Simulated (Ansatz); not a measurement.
# Hf3AuC antiperovskite: lattice stability ahead of a resistivity run, part 2 of 2

The plan: relax Hf3AuC antiperovskite, check its phonons, and, if the lattice is stable, compute its Eliashberg function and ρ(T).

Ansatz 0.2.0; DFT PBEsol, scalar-relativistic, plane waves, PAW.

So far. Step 2 (Relaxing cell and atoms): The largest force is now zero by symmetry and the largest stress component 0.0013 GPa, small enough for phonons. The relaxed cell has a = 4.411 Å (conventional setting).

The structure was built from a prototype and need not be the compound's stable phase.

## Step 3: Phonons by linear response: q 2×2×2, k 4×4×4

Couplings are defined for a stable lattice alone, so phonons come first.

Contents of input.yaml:

```yaml
crystal:
  lattice:
    - [4.4114492889, 0.0, 0.0]
    - [0.0, 4.4114492889, 0.0]
    - [0.0, 0.0, 4.4114492889]
  atoms:
    - { symbol: Au, position: [0.0, 0.0, 0.0] }
    - { symbol: Hf, position: [0.5, 0.5, 0.0] }
    - { symbol: Hf, position: [0.5, 0.0, 0.5] }
    - { symbol: Hf, position: [0.0, 0.5, 0.5] }
    - { symbol: C, position: [0.5, 0.5, 0.5] }
kpoints:
  mp_grid: { grid: [4, 4, 4] }
hamiltonian:
  xc: pbesol
scf:
  occupations: { method: methfessel_paxton, width: 0.2 }
output:
  eigenvalues: true
phonons:
  method: dfpt
  qmesh: [2, 2, 2]
  temperatures: { t_max: 1000, t_step: 50 }
  qpath:
    path:
      - [[0.0, 0.0, 0.0], [0.0, 0.5, 0.0], [0.5, 0.5, 0.0], [0.0, 0.0, 0.0], [0.5, 0.5, 0.5], [0.0, 0.5, 0.0]]
      - [[0.5, 0.5, 0.5], [0.5, 0.5, 0.0]]
    npoints: 10
```

The run is started by

```bash
ansatz run input.yaml --threads 4 --pin off --max-ram 16384MiB --backend cpu --events-out ev --progress --plain --runs-dir out
```

Numbers of over 12 decimals in the logs are rounded to 6 here.

The program printed:

```text
[...]
Crystal: 5 atoms, lattice volume = 85.851 Å³
Basis set: ecut = 420 eV, 1743 PW (Γ), exchange–correlation on 60×60×60 points (8 copies of the dense FFT grid, shifted against one another)
Bands: 61, of which v1, the nominal top of the filled ones, is band 51 counted from 1 (50 counted from 0)
Symmetry: 48 space group operations
k-points: 10 of 64
[...]
SCF iter   1: F=—  HF=-60050.952636 eV  |F-HF|=—  |Δ(HF+E_count)|=         —  Δρ=1.11e-2  dr2=2.28e-1  ethr=1.77e-3  ⟨swp⟩=5.0  Hψ=1810  notcnv=0
[...]
SCF iter  11: F=-60050.895622 eV  HF=-60050.895622 eV  |F-HF|=1.46e-11  |Δ(HF+E_count)|=    0.00e0  S|Δr|=    0.00e0  Δρ=3.42e-8  dr2=1.05e-12  ethr=1.00e-12  ⟨swp⟩=10.5  Hψ=3170  notcnv=0
SCF 1 converged in 11 iterations: F = -60050.895622 eV  dr2 = 1.05e-12
[...]
phonons: the bands overlap, so this run is a metal and interpolates without the dipole-dipole term. If the crystal is really an insulator or semiconductor, its LO-TO splitting is missing
NSCF: frozen V_eff on 10 k-points
[...]
DFPT response loops at q = (0, 0, 0) (fractional): preconditioner auto → Kerker (q_TF=auto, 2.803 Å⁻¹) (partly filled bands, converged f_vac=0.000); β = 1.00, the filter's whole step (`scf.mixing.beta` (0.50) is not read by the response loops under this deck's `scf.mixing.preconditioner`; to damp them name `kerker` or `kerker_dos`, under which they read `scf.mixing.beta`, and type it under 1.00, their step now; both keys bind the ground state too); Broyden in place of MSR1
[...]
SCF converged after 11 iterations
Stability not checked: this state was not tested for a lower state beside it, because cold or Methfessel-Paxton smearing, or corrected tetrahedra, fill the levels in a way that the test cannot read (fill_not_monotonic; see scf.lower_state_search)
Free energy (F): -60050.895622 eV
[...]
Internal energy: -60050.897039 eV  (E = F + TS)
E sigma→0 (E₀):  -60050.895976 eV
Entropy (-TS):   0.001416 eV (0.283 meV/atom)
Fermi energy:    20.353714 eV
[...]
--- Band table (eV; the first three rows and the last of 10) ---
  k-point 0: bands = [... 47 lower, 19.3031, 19.3031, 19.3031, 20.2015, 20.2015, 23.7822, 23.7822, 23.7822, ... 6 higher]
  k-point 1: bands = [... 47 lower, 19.1793, 19.1819, 19.5354, 19.5354, 20.5990, 21.9271, 22.8401, 22.8401, ... 6 higher]
  k-point 2: bands = [... 47 lower, 18.2746, 19.0472, 19.2905, 19.2905, 21.5101, 21.5403, 22.9326, 23.1291, ... 6 higher]
  k-point 9: bands = [... 47 lower, 20.2048, 20.2048, 20.2048, 21.3104, 21.3104, 21.3104, 21.9981, 21.9981, ... 6 higher]
--- Phonons (Γ-DFPT): 4 representative perturbations + reference (Σ response iterations 13) ---
  ASR residual: 2.946e-5 → 0.000e0 eV/Å²; symmetrization residual: 2.524e-6 eV/Å²
  ASR residual per site (eV/Å²): 2.95e-5 5.66e-6 5.66e-6 5.66e-6 5.10e-6
  Γ frequencies (cm⁻¹): 0.00 0.00 0.00 68.57 68.57 68.57 104.50 104.50 104.50 169.32 169.32 169.32 649.58 649.58 649.58
--- Phonons (arbitrary-q DFPT): 4 irreducible q on the 2×2×2 mesh ---
  q = [0.0000, 0.0000, 0.0000] (star 1, of the zone-centre solve; hermiticity 1.99e-7, symmetrization 1.57e-12): -0.00 0.00 0.00 68.57 68.57 68.57 104.50 104.50 104.50 169.32 169.32 169.32 649.58 649.58 649.58
  q = [0.0000, 0.0000, -0.5000] (star 3, 9 solved perturbations in 216 linear systems a pass and spin channel, the states on 27 of 64 k-point pairs; hermiticity 1.80e-7, symmetrization 6.90e-12): 48.10 60.14 60.14 82.07 82.07 82.43 92.25 96.04 96.04 148.47 148.47 183.19 601.56 601.56 615.57
[...]
sum rule: each row above includes the acoustic sum rule's correction from the zone centre's row sums; it moved no ω² by more than (0.34 cm⁻¹)²
  mesh force constants: q→R imaginary residual 1.02e-18; ASR residual 2.946e-5 → 0.000e0 eV/Å²; symmetrization residual 2.132e-14 eV/Å²
  interpolated dispersion: 62 rows × 15 modes
  density of states and harmonic sums: on the 14×14×14 q-mesh, interpolated from the force constants of a 2×2×2 supercell (no non-analytic term)
  largest difference from the sums on the solved wave vectors: F 1.76e-1 eV, S 2.31e-4 and C_V 5.49e-5 eV/K
  zero-point energy: 0.190685 eV/cell   skipped modes (ω ≤ 0): 73, of them read as no rigid motion or as one in doubt: 70 (4.876e-1 modes/cell left out, lowest -52.48 cm⁻¹)   left out of the sums: 3.26e-2 of the cell's modes: C_V's classical limit lies that fraction below 3 k_B per atom; for a crystal, a wire or a layer, F and S can be off by more, and a phonons.interpolated_qmesh denser along its periods is the remedy for the sampling
```

It took 2.3 min on 4 threads of Arm Neoverse V1, shared host; peak memory 0.86 GiB; 8.6 min of CPU time.

Numbers from this step:

* share of imaginary modes in the plain interpolation between solved wavevectors: 0.0335
* highest frequency, solved or plainly interpolated: 649.6 cm⁻¹

Solved on the 2×2×2 mesh alone; all other wavevectors are interpolated. The phonon branches at the labelled points (cm⁻¹):

```tsv
point	branch 1	branch 2	branch 3	branch 4	branch 12	branch 13	branch 14	branch 15
Γ	0	0	0	69	169	650	650	650
halfway	43	43	69	72	171	626	626	633
X	48	60	60	82	183	602	602	616
halfway	-4	64	69	79	200	605	624	631
M	-48	69	77	77	218	608	646	646
halfway	50	56	70	72	184	616	628	628
Γ	0	0	0	69	169	650	650	650
halfway	55	56	56	72	192	625	625	625
R	-52	-52	-52	76	227	632	632	632
halfway	-12	40	60	71	207	622	622	635
X	48	60	60	82	183	602	602	616
jump to R	-52	-52	-52	76	227	632	632	632
halfway	-50	34	34	73	220	620	639	639
M	-48	69	77	77	218	608	646	646
```

Lowest modes at the softest wavevector of the mesh. Modes at q = (0.500, 0.500, 0.500), with each element's share of the kinetic energy (negative means imaginary):

```tsv
mode	frequency (cm⁻¹)	Au %	Hf %	C %
1	-52.5	0	100	0
2	-52.5	0	100	0
3	-52.5	0	100	0
4	76.2	97	3	0
5	76.2	97	3	0
6	76.2	97	3	0
```

Displacements in mode 3 (-52.5 cm⁻¹), the largest set to 1, in the home cell (x, y, z of the real part, then of the imaginary part):
```
Au1  0.00  0.00  0.00  0.00  0.00  0.00
Hf2 -0.18  1.00  0.00  0.06  0.06  0.00
Hf3 -0.29  0.00 -1.00  0.17  0.00 -0.06
Hf4  0.00  0.29  0.18  0.00 -0.17 -0.06
C5   0.00  0.00  0.00  0.00  0.00  0.00
```

Displacements in mode 4 (76.2 cm⁻¹), the largest set to 1, in the home cell:
```
Au1  0.02 -0.22  1.00
Hf2 -0.03  0.00  0.00
Hf3  0.13  0.00  0.00
Hf4  0.00  0.13 -0.03
C5   0.00  0.00  0.00
```

Among the solved wavevectors the lowest mode, translations apart, is -52.5 cm⁻¹, imaginary.

## Step 4: Phonons: q 2×2×2, k 6×6×6

An imaginary mode on so few k-points may come from the sampling, so the phonons are repeated with another k mesh.

Edit input.yaml of step 3 so:

```diff
@@ -12,3 +12,3 @@
 kpoints:
-  mp_grid: { grid: [4, 4, 4] }
+  mp_grid: { grid: [6, 6, 6] }
 hamiltonian:
```

The mesh is denser.

The program printed:

```text
[...]
Crystal: 5 atoms, lattice volume = 85.851 Å³
Basis set: ecut = 420 eV, 1743 PW (Γ), exchange–correlation on 60×60×60 points (8 copies of the dense FFT grid, shifted against one another)
Bands: 61, of which v1, the nominal top of the filled ones, is band 51 counted from 1 (50 counted from 0)
Symmetry: 48 space group operations
k-points: 20 of 216
[...]
SCF iter   1: F=—  HF=-60051.032583 eV  |F-HF|=—  |Δ(HF+E_count)|=         —  Δρ=1.07e-2  dr2=2.15e-1  ethr=1.77e-3  ⟨swp⟩=5.0  Hψ=3623  notcnv=0
[...]
SCF iter  11: F=-60050.979213 eV  HF=-60050.979213 eV  |F-HF|=7.28e-12  |Δ(HF+E_count)|=  1.46e-11  S|Δr|=    0.00e0  Δρ=4.04e-8  dr2=1.36e-12  ethr=1.00e-12  ⟨swp⟩=10.2  Hψ=6390  notcnv=0
SCF 1 converged in 11 iterations: F = -60050.979213 eV  dr2 = 1.36e-12
[...]
SCF converged after 11 iterations
[...]
Free energy (F): -60050.979213 eV
[...]
Internal energy: -60050.976639 eV  (E = F + TS)
E sigma→0 (E₀):  -60050.978570 eV
Entropy (-TS):   -0.002574 eV (-0.515 meV/atom)
Fermi energy:    20.217271 eV
[...]
--- Band table (eV; the first three rows and the last of 20) ---
  k-point 0: bands = [... 47 lower, 19.3047, 19.3047, 19.3047, 20.1993, 20.1993, 23.7798, 23.7798, 23.7798, ... 6 higher]
  k-point 1: bands = [... 47 lower, 19.2463, 19.5317, 19.5317, 19.8484, 20.3728, 22.4035, 22.9866, 22.9866, ... 6 higher]
  k-point 2: bands = [... 47 lower, 18.3853, 19.1200, 19.4461, 19.4461, 20.9209, 21.6813, 22.9040, 22.9040, ... 6 higher]
  k-point 19: bands = [... 47 lower, 20.2030, 20.2030, 20.2030, 21.3163, 21.3163, 21.3163, 21.9986, 21.9986, ... 6 higher]
[...]
ASR residual: 4.583e-5 → 0.000e0 eV/Å²; symmetrization residual: 2.638e-6 eV/Å²
  ASR residual per site (eV/Å²): 2.32e-5 5.06e-6 5.06e-6 5.06e-6 4.58e-5
[...]
--- Phonons (arbitrary-q DFPT): 4 irreducible q on the 2×2×2 mesh ---
[...]
interpolated dispersion: 62 rows × 15 modes
[...]
```

The job ended after 4.6 min (4 threads; peak memory 1.3 GiB; 18 min of CPU time).

This step gave:

```yaml
share_of_imaginary_modes_in_the_plain_interpolation_between_solved_wavevectors: 0.0197
highest_frequency_solved_or_plainly_interpolated: 654.8 cm⁻¹
```

Solved on the 2×2×2 mesh alone; all other wavevectors are interpolated. The phonon branches at the labelled points (cm⁻¹):

```tsv
point	branch 1	branch 2	branch 3	branch 4	branch 12	branch 13	branch 14	branch 15
Γ	0	0	0	74	171	650	650	650
halfway	44	44	71	77	176	632	632	652
X	64	64	78	83	187	612	612	655
halfway	34	67	73	81	202	610	628	650
M	-41	70	79	79	219	607	645	645
halfway	54	58	74	74	187	621	641	641
Γ	0	0	0	74	171	650	650	650
halfway	57	57	62	75	195	632	632	633
R	-45	-45	-45	80	232	635	635	635
halfway	29	44	63	75	210	624	625	645
X	64	64	78	83	187	612	612	655
jump to R	-45	-45	-45	80	232	635	635	635
halfway	-43	39	39	76	223	620	640	640
M	-41	70	79	79	219	607	645	645
```

Lowest modes at the softest wavevector of the mesh. The modes at q = (0.500, 0.500, 0.500) (shares of kinetic energy by element, %) (negative means imaginary):

```tsv
mode	frequency (cm⁻¹)	Au %	Hf %	C %
1	-45.1	0	100	0
2	-45.1	0	100	0
3	-45.1	0	100	0
4	80.5	100	0	0
5	80.5	100	0	0
6	80.5	100	0	0
```

Displacements in mode 2 (-45.1 cm⁻¹), the largest set to 1, in the home cell (x, y, z of the real part, then of the imaginary part):
```
Au1  0.00  0.00  0.00  0.00  0.00  0.00
Hf2 -0.44  1.00  0.00  0.02  0.03  0.00
Hf3  0.11  0.00 -1.00 -0.16  0.00 -0.03
Hf4  0.00 -0.11  0.44  0.00  0.16 -0.02
C5   0.00  0.00  0.00  0.00  0.00  0.00
```

Displacements in mode 4 (80.5 cm⁻¹), the largest set to 1, in the home cell:
```
Au1 -0.01 -0.11  1.00
Hf2  0.00  0.00  0.00
Hf3  0.04  0.00  0.00
Hf4  0.00  0.04  0.00
C5   0.00  0.00  0.00
```

The modes has structure finer than the step of the table below, so its rows give means over 25 cm⁻¹, whole bins alone (the curve runs from -53.4 to 684 cm⁻¹). Peaks (cm⁻¹: height): Au 76.6: 0.143; C 638.0: 0.0819; Hf -34.8: 0.0124, 81.2: 0.0659, 109.0: 0.0804, 164.7: 0.0788.

Phonopy on the run's constants, 13x13x13 mesh, Gaussian sigma 5.3 cm⁻¹. Table of modes by wavenumber; means over each step; values in 1/cm⁻¹/cell:

```tsv
wavenumber (cm⁻¹)	Au	C	Hf
-25	8.7e-6	0	0.00808
0	5.1e-5	1.3e-6	0.00304
25	0.00102	3.8e-5	0.0122
50	0.0143	1.3e-4	0.0321
75	0.0955	1.7e-4	0.0516
100	0.00860	1.2e-4	0.0658
125	3.7e-4	6.0e-5	0.0574
150	4.1e-5	0.00135	0.0473
175	4.4e-5	8.1e-4	0.0463
200	0	2.4e-4	0.0209
225	0	5.4e-5	0.00897
250	0	0	7.0e-5
275	0	0	0
300	0	0	0
325	0	0	0
350	0	0	0
375	0	0	0
400	0	0	0
425	0	0	0
450	0	0	0
475	0	0	0
500	0	0	0
525	0	0	0
550	0	0	0
575	0	4.8e-7	0
600	0	0.00960	4.9e-4
625	4.4e-6	0.0601	0.00186
650	4.8e-6	0.0470	6.1e-4
```

No LO-TO term; unit eigenvectors of the mass-weighted matrix. Modes at Γ, with each element's share of the kinetic energy:

```tsv
mode	frequency (cm⁻¹)	symmetry	Au %	Hf %	C %
1	0.0	T1u	26	72	2
2	0.0	T1u	26	72	2
3	0.0	T1u	26	72	2
4	74.4	T1u	73	27	0
5	74.4	T1u	73	27	0
6	74.4	T1u	73	27	0
7	107.6	T2u	0	100	0
8	107.6	T2u	0	100	0
9	107.6	T2u	0	100	0
10	170.6	T1u	1	97	3
11	170.6	T1u	1	97	3
12	170.6	T1u	1	97	3
13	650.4	T1u	0	4	96
14	650.4	T1u	0	4	96
15	650.4	T1u	0	4	96
```

Displacements in mode 4 (74.4 cm⁻¹), the largest set to 1:
```
Au1 -0.17  0.03  1.00
Hf2  0.07 -0.01 -0.28
Hf3  0.07 -0.01 -0.40
Hf4  0.05 -0.01 -0.40
C5   0.03 -0.01 -0.19
```

Displacements in mode 13 (650.4 cm⁻¹), the largest set to 1:
```
Au1  0.00  0.00  0.00
Hf2  0.00  0.00 -0.06
Hf3  0.00 -0.02  0.00
Hf4  0.01  0.00  0.00
C5  -0.14  0.43  1.00
```

Among the solved wavevectors the lowest mode, translations apart, is -45.1 cm⁻¹, imaginary.

## Step 5: Results

```yaml
phonon_run_of_the_rows_without_a_label_of_their_own: PBEsol, q 2×2×2, k 6×6×6
softest_mode_on_the_q_mesh: -45.1 cm⁻¹ at q = (0.5, 0.5, 0.5)
highest_frequency_solved_or_plainly_interpolated: 655 cm⁻¹
```

The lattice is dynamically unstable at this level: a mode at q = (0.5, 0.5, 0.5) is imaginary, 45.1i cm⁻¹, so no harmonic coupling constant or resistivity is defined for this structure. These meshes are coarse, and single modes of a metal can move by tens of cm⁻¹ with the k mesh. Spin–orbit coupling, left out here, matters for Au and Hf. The phonon runs are not spin-polarised. The structure was built by hand as an ordered model, and its stability against other phases was not tested.

[Logs are printed without paths, hosts, clocks, repeated set-up lines and the standing remarks that a program may print on its own settings, such as how far it seeks lower states.]

[Hosts, paths, dates, database ids (printed as entryN), source tags and the programs' standing remarks are cut or masked in the printed files.]
